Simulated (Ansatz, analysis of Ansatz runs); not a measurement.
# Mn2+ on a Ca site in CaO: hyperfine coupling, PBE

Aim: the hyperfine coupling of the Mn2+ on a Ca site in CaO, to be set beside the measurement. Set-up: PBE, 64-site cell, PBE lattice, 420 eV, k: the single point 1/4 1/4 1/4 then 2x2x2 shifted 0.5 0.5 0.5. The model is a cell of 64 host atoms with 1 Ca taken out and 1 Mn put in. The isotropic coupling follows from the spin density at the nucleus, the nuclear g-factor and the total spin. A local or semilocal functional is the cheapest first rung.

What was measured. 55Mn, isotropic, printed as −80.8 10^-4 cm^-1: -242.2 MHz at 300 K, by EPR (room temperature) (quoted in “Parallel-mode EPR spectra of the hexaaqua manganese(II) Ion in tetrahedral symmetry”, 2024, Margrete Juel Henrichsen, Jesper Bendix, Høgni Weihe, quoting earlier work (1979)). The runs below try to reproduce this.

Method: plane-wave PAW DFT, PBE; relaxation of all atoms of a defect supercell, in Ansatz 0.2.0.

**1. The starting structure**

The cell holds 64 atoms: 31 Ca, 32 O and 1 Mn. Cell: a = 9.662 Å, b = 9.662 Å, c = 9.662 Å, α = 90.0°, β = 90.0°, γ = 90.0°. It derives from CaO (space group Fm-3m). Nearest the centre at fractional (0.500, 0.500, 0.500): Mn57 at 0.00 Å, O62 at 2.42 Å, O61 at 2.42 Å, O63 at 2.42 Å, O31 at 2.42 Å, O53 at 2.42 Å, O46 at 2.42 Å, Ca12 at 3.42 Å.

The host's primitive cell comes from a first run (plane-wave PAW DFT, PBE; relaxation of the host's cell and atoms): vectors of 3.416, 3.416 and 3.416 Å. That is 14.09 Å³ an atom. The supercell is built on it.

**2. Relaxation, charge 0**

Every later number rests on the structure around the defect, so the atoms are relaxed at the host's lattice first.

relax/input.yaml

```yaml
relax:
  f_tol: 0.02
  max_steps: 80
  escape_saddle: false
crystal:
  lattice:
    - [9.66155723, 0.0, 0.0]
    - [0.0, 9.66155723, 0.0]
    - [0.0, 0.0, 9.66155723]
  atoms:
    - { symbol: Ca, position: [0.0, 0.0, 0.0] }
    - { symbol: Ca, position: [0.0, 0.25, 0.25] }
    - { symbol: Ca, position: [0.25, 0.0, 0.25] }
    - { symbol: Ca, position: [0.25, 0.25, 0.0] }
    - { symbol: O, position: [0.0, 0.0, 0.25] }
    - { symbol: O, position: [0.0, 0.25, 0.0] }
    - { symbol: O, position: [0.25, 0.0, 0.0] }
    - { symbol: O, position: [0.25, 0.25, 0.25] }
    - { symbol: Ca, position: [0.0, 0.0, 0.5] }
    - { symbol: Ca, position: [0.0, 0.25, 0.75] }
    - { symbol: Ca, position: [0.25, 0.0, 0.75] }
    - { symbol: Ca, position: [0.25, 0.25, 0.5] }
    - { symbol: O, position: [0.0, 0.0, 0.75] }
    - { symbol: O, position: [0.0, 0.25, 0.5] }
    - { symbol: O, position: [0.25, 0.0, 0.5] }
    - { symbol: O, position: [0.25, 0.25, 0.75] }
    - { symbol: Ca, position: [0.0, 0.5, 0.0] }
    - { symbol: Ca, position: [0.0, 0.75, 0.25] }
    - { symbol: Ca, position: [0.25, 0.5, 0.25] }
    - { symbol: Ca, position: [0.25, 0.75, 0.0] }
    - { symbol: O, position: [0.0, 0.5, 0.25] }
    - { symbol: O, position: [0.0, 0.75, 0.0] }
    - { symbol: O, position: [0.25, 0.5, 0.0] }
    - { symbol: O, position: [0.25, 0.75, 0.25] }
    - { symbol: Ca, position: [0.0, 0.5, 0.5] }
    - { symbol: Ca, position: [0.0, 0.75, 0.75] }
    - { symbol: Ca, position: [0.25, 0.5, 0.75] }
    - { symbol: Ca, position: [0.25, 0.75, 0.5] }
    - { symbol: O, position: [0.0, 0.5, 0.75] }
    - { symbol: O, position: [0.0, 0.75, 0.5] }
    - { symbol: O, position: [0.25, 0.5, 0.5] }
    - { symbol: O, position: [0.25, 0.75, 0.75] }
    - { symbol: Ca, position: [0.5, 0.0, 0.0] }
    - { symbol: Ca, position: [0.5, 0.25, 0.25] }
    - { symbol: Ca, position: [0.75, 0.0, 0.25] }
    - { symbol: Ca, position: [0.75, 0.25, 0.0] }
    - { symbol: O, position: [0.5, 0.0, 0.25] }
    - { symbol: O, position: [0.5, 0.25, 0.0] }
    - { symbol: O, position: [0.75, 0.0, 0.0] }
    - { symbol: O, position: [0.75, 0.25, 0.25] }
    - { symbol: Ca, position: [0.5, 0.0, 0.5] }
    - { symbol: Ca, position: [0.5, 0.25, 0.75] }
    - { symbol: Ca, position: [0.75, 0.0, 0.75] }
    - { symbol: Ca, position: [0.75, 0.25, 0.5] }
    - { symbol: O, position: [0.5, 0.0, 0.75] }
    - { symbol: O, position: [0.5, 0.25, 0.5] }
    - { symbol: O, position: [0.75, 0.0, 0.5] }
    - { symbol: O, position: [0.75, 0.25, 0.75] }
    - { symbol: Ca, position: [0.5, 0.5, 0.0] }
    - { symbol: Ca, position: [0.5, 0.75, 0.25] }
    - { symbol: Ca, position: [0.75, 0.5, 0.25] }
    - { symbol: Ca, position: [0.75, 0.75, 0.0] }
    - { symbol: O, position: [0.5, 0.5, 0.25] }
    - { symbol: O, position: [0.5, 0.75, 0.0] }
    - { symbol: O, position: [0.75, 0.5, 0.0] }
    - { symbol: O, position: [0.75, 0.75, 0.25] }
    - { symbol: Mn, position: [0.5, 0.5, 0.5], spin: 5.0 }
    - { symbol: Ca, position: [0.5, 0.75, 0.75] }
    - { symbol: Ca, position: [0.75, 0.5, 0.75] }
    - { symbol: Ca, position: [0.75, 0.75, 0.5] }
    - { symbol: O, position: [0.5, 0.5, 0.75] }
    - { symbol: O, position: [0.5, 0.75, 0.5] }
    - { symbol: O, position: [0.75, 0.5, 0.5] }
    - { symbol: O, position: [0.75, 0.75, 0.75] }
basis:
  ecutwfc: 420
  xc_grid: 2
hamiltonian:
  xc: pbe
kpoints:
  mp_grid: { grid: [1, 1, 1], shift: [0.25, 0.25, 0.25] }
magnetization:
  spin_polarized: true
  initial_magnetization: 5
  spin_locking: { lock_magnetization: hard }
scf:
  occupations: { method: fermi_dirac, width: 0.01 }
  max_iter: 120
output:
  forces: true
checkpoint:
  write: "../relax.run"
  compress: false
  write_wavefunctions: true
  write_every: 100000
```

Launch:

```sh
> ansatz run input.yaml --threads 2 --pin off --max-ram 4710MiB --backend cpu --events-out ev --progress --plain --runs-dir out
```

Numbers of over 12 decimals in the logs are rounded to 6 here.

The program printed:

```text
[... repeated set-up lines and file paths are left out, and long positions are rounded to six places ...]
Engine: ansatz 0.2.0, aarch64-unknown-linux-gnu
Pseudopotentials: kind: paw
Pseudopotential: Ca, paw, valence charge 10, recommended cutoff 420 eV (normal), Ca.paw.azcp
Pseudopotential: O, paw, valence charge 6, recommended cutoff 420 eV (normal), O.paw.azcp
Pseudopotential: Mn, paw, valence charge 15, recommended cutoff 420 eV (normal), Mn.paw.azcp
Functional definition: PBE
  parameter kappa = 0.804
  parameter beta = 0.066725
  exchange = pbe_x(kappa = kappa, mu = beta*pi^2/3)
  correlation = pbe_c(beta = beta)
Crystal: 64 atoms, lattice volume = 901.865 Å³
Basis set: ecut = 420 eV, 17557 PW (Γ), exchange–correlation on 144×144×144 points (8 copies of the dense FFT grid, shifted against one another)
Bands: 325, of which v1, the nominal top of the filled ones, is band 259 counted from 1 (258 counted from 0)
Symmetry: 12 space group operations
k-points: 1
Non-local potential: Ca, projectors of the file, l = 0: 3, l = 1: 2, l = 2: 2
Non-local potential: O, projectors of the file, l = 0: 2, l = 1: 2, l = 2: 1
Non-local potential: Mn, projectors of the file, l = 0: 3, l = 1: 2, l = 2: 3, l = 3: 1
PAW form: soft (Blöchl's): semilocal exchange-correlation on the pseudo side does not see the compensation charge
PAW one-centre angular grid: Ca, 110 points (default); XC on 64 Gauss nodes
PAW one-centre angular grid: O, 110 points (default); XC on 64 Gauss nodes
PAW one-centre angular grid: Mn, 590 points (default); XC on 64 Gauss nodes
Initial density: superposition of atomic densities (chi_scale 0.1, normalization cell, long waves kept (reshape's long-wave potential 0.06 eV rms))
Starting moments: Σ|m| = 5 μB on 1 of 64 sites
Initial wavefunctions: pseudopotential atomic-orbital guess
Functional: x = pbe(κ = 0.804, μ = 0.219515), c = pbe(β = 0.066725)
SCF iter   1: F=—  HF=-78506.585802 eV  |F-HF|=—  |Δ(HF+E_count)|=         —  Δρ=5.20e-2 (↑5.20e-2 ↓5.18e-2)  dr2=9.16e1  dr2_m=6.82e-2  M=5.000 μB ∫|m|=5.035 μB  β_m=0.30  ethr=3.10e-3  ⟨swp⟩=7.0  Hψ=2752  notcnv=0  defer=80
preconditioner: auto → Resta (q_TF=auto, 2.487 Å⁻¹)  ε∞=3.5  [insulator: Δε(μ)=1.768 eV  Ē_g=16.387 eV  σ=0.010 eV  W_gap=1.00  n_scr=250 (ndim 8)  ℏωp=26.1 eV  f_vac=0.000  D(μ)=0.00/eV (n_scr^D=0)  ε∞_Penn≈3.5]
spin=Collinear: Resta preconditioning applied to the charge; magnetization (m = ρ↑ − ρ↓) channel mixes plain (no charge-response kernel on spin).
SCF iter   2: F=—  HF=-78487.921275 eV  |F-HF|=—  |Δ(HF+E_count)|=    1.87e1  Δρ=1.89e-2 (↑1.89e-2 ↓1.87e-2)  dr2=1.47e1  dr2_m=7.85e-3  M=5.000 μB ∫|m|=5.016 μB  β_m=0.36  ethr=3.10e-3  ⟨swp⟩=2.5  Hψ=1282  notcnv=0  defer=121
SCF iter   3: F=—  HF=-78485.365444 eV  |F-HF|=—  |Δ(HF+E_count)|=    2.56e0  Δρ=1.08e-2 (↑1.07e-2 ↓1.08e-2)  dr2=5.03e0  dr2_m=4.07e-3  M=5.000 μB ∫|m|=5.025 μB  β_m=0.59  ethr=2.84e-3  ⟨swp⟩=3.0  Hψ=1170  notcnv=0  defer=121
SCF iter   4: F=—  HF=-78485.256150 eV  |F-HF|=—  |Δ(HF+E_count)|=   1.09e-1  Δρ=3.81e-3 (↑3.81e-3 ↓3.57e-3)  dr2=3.95e-1  dr2_m=1.98e-3  M=5.000 μB ∫|m|=5.045 μB  β_m=0.67  ethr=9.74e-4  ⟨swp⟩=4.5  Hψ=1176  notcnv=0  defer=121
SCF iter   5: F=—  HF=-78485.366184 eV  |F-HF|=—  |Δ(HF+E_count)|=   1.10e-1  Δρ=2.26e-3 (↑2.11e-3 ↓2.26e-3)  dr2=1.55e-1  dr2_m=8.25e-4  M=5.000 μB ∫|m|=5.052 μB  β_m=0.62  ethr=7.64e-5  ⟨swp⟩=4.5  Hψ=1034  notcnv=0  defer=118
SCF iter   6: F=—  HF=-78485.373449 eV  |F-HF|=—  |Δ(HF+E_count)|=         —  Δρ=4.43e-4 (↑4.43e-4 ↓3.32e-4)  dr2=3.88e-3  dr2_m=9.87e-5  M=5.000 μB ∫|m|=5.055 μB  β_m=0.62  ethr=2.99e-5  ⟨swp⟩=2.0  Hψ=924  notcnv=0  defer=118
SCF iter   7: F=—  HF=-78485.377535 eV  |F-HF|=—  |Δ(HF+E_count)|=   4.09e-3  Δρ=1.85e-4 (↑1.85e-4 ↓1.73e-4)  dr2=8.82e-4  dr2_m=1.04e-5  M=5.000 μB ∫|m|=5.055 μB  β_m=0.77  ethr=7.50e-7  ⟨swp⟩=2.5  Hψ=1190  notcnv=0  defer=118
SCF iter   8: F=—  HF=-78485.379044 eV  |F-HF|=—  |Δ(HF+E_count)|=   1.51e-3  Δρ=1.52e-4 (↑1.52e-4 ↓8.89e-5)  dr2=3.34e-4  dr2_m=1.39e-5  M=5.000 μB ∫|m|=5.055 μB  β_m=0.68  ethr=1.71e-7  ⟨swp⟩=2.5  Hψ=1183  notcnv=0  defer=118
SCF iter   9: F=—  HF=-78485.379127 eV  |F-HF|=—  |Δ(HF+E_count)|=   8.28e-5  Δρ=2.07e-5 (↑2.07e-5 ↓1.52e-5)  dr2=4.87e-6  dr2_m=5.95e-7  M=5.000 μB ∫|m|=5.055 μB  β_m=0.82  ethr=6.47e-8  ⟨swp⟩=2.0  Hψ=1175  notcnv=0  defer=118
SCF iter  10: F=-78485.379135 eV  HF=-78485.379137 eV  |F-HF|=1.83e-6  |Δ(HF+E_count)|=   1.00e-5  Δρ=9.39e-6 (↑9.39e-6 ↓8.99e-6)  dr2=2.43e-6  dr2_m=1.46e-8  M=5.000 μB ∫|m|=5.055 μB  ethr=9.43e-10  ⟨swp⟩=1.5  Hψ=1825  notcnv=0
SCF 1 converged in 10 iterations: F = -78485.379135 eV  dr2 = 2.43e-6
  greatest PAW one-centre occupation: 1.004 electrons in one spin orbital (limit 2), on the Mn atom at site 56 (counted from 0), in its partial waves of l = 1
relax step   1: F+E_penalty+E_count = -78485.37913514 eV  Δ(F+E_penalty+E_count) = +0.000e0 eV  max|allowed force component| = 3.095e-1 eV/Å  Δτ_max = 0.0000 Å  (10 SCF iters, dr2 threshold 1.00e-5 eV, accepted)
[... the SCF cycles and remarks between the steps are left out from here to the last step ...]
relax step   2: F+E_penalty+E_count = -78485.45469136 eV  Δ(F+E_penalty+E_count) = -7.556e-2 eV  max|allowed force component| = 8.445e-2 eV/Å  Δτ_max = 0.0425 Å  (7 SCF iters, dr2 threshold 5.99e-6 eV, accepted)
relax step   3: F+E_penalty+E_count = -78485.46209162 eV  Δ(F+E_penalty+E_count) = -7.400e-3 eV  max|allowed force component| = 4.973e-2 eV/Å  Δτ_max = 0.0146 Å  (7 SCF iters, dr2 threshold 4.46e-7 eV, accepted)
SCF iter   1: F=—  HF=-78485.462051 eV  |F-HF|=—  |Δ(HF+E_count)|=         —  Δρ=1.26e-4 (↑1.13e-4 ↓1.26e-4)  dr2=3.96e-4  dr2_m=3.37e-6  M=5.000 μB ∫|m|=5.056 μB  β_m=0.65  ethr=4.65e-7  ⟨swp⟩=5.0  Hψ=1553  notcnv=0  defer=120
SCF iter   2: F=—  HF=-78485.463372 eV  |F-HF|=—  |Δ(HF+E_count)|=   1.32e-3  Δρ=4.47e-5 (↑3.99e-5 ↓4.47e-5)  dr2=3.26e-5  dr2_m=4.68e-7  M=5.000 μB ∫|m|=5.056 μB  β_m=0.55  ethr=7.67e-8  ⟨swp⟩=2.0  Hψ=1174  notcnv=0  defer=120
SCF iter   3: F=—  HF=-78485.463374 eV  |F-HF|=—  |Δ(HF+E_count)|=   1.59e-6  Δρ=1.95e-5 (↑1.78e-5 ↓1.95e-5)  dr2=8.48e-6  dr2_m=1.87e-7  M=5.000 μB ∫|m|=5.056 μB  β_m=0.62  ethr=6.31e-9  ⟨swp⟩=2.0  Hψ=878  notcnv=0  defer=120
SCF iter   4: F=—  HF=-78485.463374 eV  |F-HF|=—  |Δ(HF+E_count)|=   5.94e-7  Δρ=8.95e-6 (↑8.95e-6 ↓8.49e-6)  dr2=2.45e-6  dr2_m=8.49e-8  M=5.000 μB ∫|m|=5.056 μB  β_m=0.62  ethr=1.64e-9  ⟨swp⟩=2.0  Hψ=909  notcnv=0  defer=120
SCF iter   5: F=—  HF=-78485.463374 eV  |F-HF|=—  |Δ(HF+E_count)|=   3.75e-7  Δρ=2.27e-6 (↑2.15e-6 ↓2.27e-6)  dr2=1.06e-7  dr2_m=1.64e-8  M=5.000 μB ∫|m|=5.056 μB  β_m=0.76  ethr=4.75e-10  ⟨swp⟩=2.0  Hψ=895  notcnv=0  defer=120
SCF iter   6: F=-78485.463374 eV  HF=-78485.463374 eV  |F-HF|=3.72e-8  |Δ(HF+E_count)|=   2.73e-8  Δρ=1.22e-6 (↑1.06e-6 ↓1.22e-6)  dr2=4.65e-8  dr2_m=3.74e-10  M=5.000 μB ∫|m|=5.056 μB  ethr=1.93e-11  ⟨swp⟩=1.5  Hψ=1700  notcnv=0
SCF 4 converged in 6 iterations: F = -78485.463374 eV  dr2 = 4.65e-8
relax step   4: F+E_penalty+E_count = -78485.46337402 eV  Δ(F+E_penalty+E_count) = -1.282e-3 eV  max|allowed force component| = 8.497e-3 eV/Å  Δτ_max = 0.0044 Å  (6 SCF iters, accepted)
NSCF: frozen V_eff on 1 k-points
the band table was solved once a step of the walk had ended and its energy, with any forces and stress, was formed, with the checks that follow a solve (2794 applications of the Hamiltonian). They found nothing against the state; [...]
SCF converged after 6 iterations
Stability checked in part: among states of this total moment the steps that led to this state did not find it unstable. No probe was made; neither looks for a lower state of another moment (fixed_total_moment; see scf.lower_state_search)
Magnetization: 5.0000 μB (261.0000 up, 256.0000 down)
Absolute magnetization: 5.0577 μB (∫|ρ↑−ρ↓|, with the PAW one-centre terms)
Spin contamination: 0.0073 ħ² per cell (⟨S²⟩ above its minimum at these occupations)
Per-site moments (μB) at R_I (Å): [(-4.5854944368289467e-7, 0.997190), (-1.9862093497345813e-6, 0.995405), (-1.9862093494466422e-6, 0.995405), [... 61 left out ...]
Free energy (F): -78485.463374 eV
Harris-Foulkes:  -78485.463374 eV  (|F-HF|=3.72e-8)
Internal energy: -78485.463374 eV  (E = F + TS)
E sigma→0 (E₀):  -78485.463374 eV
Fermi energy:    9.986200 (↑ 10.252095, ↓ 9.256890) eV
--- Per-component energies (eV) ---
  E_band       = -3543.043768
  E_kinetic    = 14592.483073
  E_local      = -30733.041833  (includes V_loc(G=0)·N_el)
  E_nonlocal   = 3756.622207
  E_hartree    = 10416.322049
  E_xc         = -6790.324155
  E_vxc        = -8546.002557  (∫ρ·V_xc dr)
  E_paw        = -32969.220545  (= ΣΔE_a)
  E_vpaw       = -3445.818809  (= ΣTr[D̂ρ^β])
  E_aug_tail   = 0.076411  (compensation charges beyond the density's cutoff)
  E_ewald      = -36758.380582
  E_smearing   = -0.000000  (= −TS)
  E_closure    = 0.000000  (closes the sum)
  Σ components = -78485.463374   (vs F -78485.463374, Δ=0.00e0)
--- Forces (eV/Å), atoms counted from 1 ---
  atom   1  Ca    -0.00000000    -0.00000000    -0.00000000
  atom   2  Ca    -0.00039541     0.00261070     0.00261070
  [... 9 atoms left out ...]
  atom  12  Ca     0.00200391     0.00200391    -0.00028811
  [... 6 atoms left out ...]
  atom  19  Ca     0.00200391    -0.00028811     0.00200391
  [... 11 atoms left out ...]
  atom  31  O     -0.00264544     0.00026873     0.00026873
  [... 2 atoms left out ...]
  atom  34  Ca    -0.00028811     0.00200391     0.00200391
  [... 11 atoms left out ...]
  atom  46  O      0.00026873    -0.00264544     0.00026873
  [... 6 atoms left out ...]
  atom  53  O      0.00026873     0.00026873    -0.00264544
  [... 3 atoms left out ...]
  atom  57  Mn     0.00000000     0.00000000     0.00000000
  [... 3 atoms left out ...]
  atom  61  O     -0.00026873    -0.00026873     0.00264544
  atom  62  O     -0.00026873     0.00264544    -0.00026873
  atom  63  O      0.00264544    -0.00026873    -0.00026873
  [... 1 atom left out ...]
  max |Σ_I F_I| component: 3.69e-18 eV/Å
--- Band table (eV) ---
  k-point 0 ↑: bands = ["-71.8100", "-40.5659", "-40.5641", "-40.5641", [... 317 left out ...] "14.8940", "14.9049", "14.9269", "14.9269"]
  k-point 0 ↓: bands = ["-66.9181", "-35.7677", "-35.7654", "-35.7654", [... 317 left out ...] "14.9013", "14.9078", "14.9471", "14.9476"]
--- Relaxed structure (4 steps of the walk, 4 accepted, 0 SCFs on fresh bases) ---
  F+E_penalty+E_count = -78485.46337402 eV   max|allowed force component| = 8.497e-3 eV/Å
  atoms:
    - { symbol: Ca, position: [0, 0, 0] }
    - { symbol: Ca, position: [4.174601260164039e-6, 0.250239, 0.250239] }
    [... 9 atoms left out ...]
    - { symbol: Ca, position: [0.252032, 0.252032, 0.499999] }
    [... 6 atoms left out ...]
    - { symbol: Ca, position: [0.252032, 0.499999, 0.252032] }
    [... 11 atoms left out ...]
    - { symbol: O, position: [0.255449, 0.499991, 0.499991] }
    [... 2 atoms left out ...]
    - { symbol: Ca, position: [0.499999, 0.252032, 0.252032] }
    [... 11 atoms left out ...]
    - { symbol: O, position: [0.499991, 0.255449, 0.499991] }
    [... 6 atoms left out ...]
    - { symbol: O, position: [0.499991, 0.499991, 0.255449] }
    [... 3 atoms left out ...]
    - { symbol: Mn, position: [0.5, 0.5, 0.5] }
    [... 3 atoms left out ...]
    - { symbol: O, position: [0.500009, 0.500009, 0.744551] }
    - { symbol: O, position: [0.500009, 0.744551, 0.500009] }
    - { symbol: O, position: [0.744551, 0.500009, 0.500009] }
    [... 1 atom left out ...]
```

The job ended after 2.1 min (2 threads of Arm Neoverse V2, shared host; peak memory 2.7 GiB; 4.1 min of CPU time).

(Continued in part 2 of 2.)

[Logs are printed without paths, hosts, clocks, repeated set-up lines and the standing remarks that a program may print on its own settings, such as how far it seeks lower states.]

[Hosts, paths, dates, database ids (printed as entryN), source tags and the programs' standing remarks are cut or masked in the printed files.]

[For some hosts the program warned that the k-mesh of the response run may be too coarse for force constants and the static dielectric constant; such warnings are not shown here.]
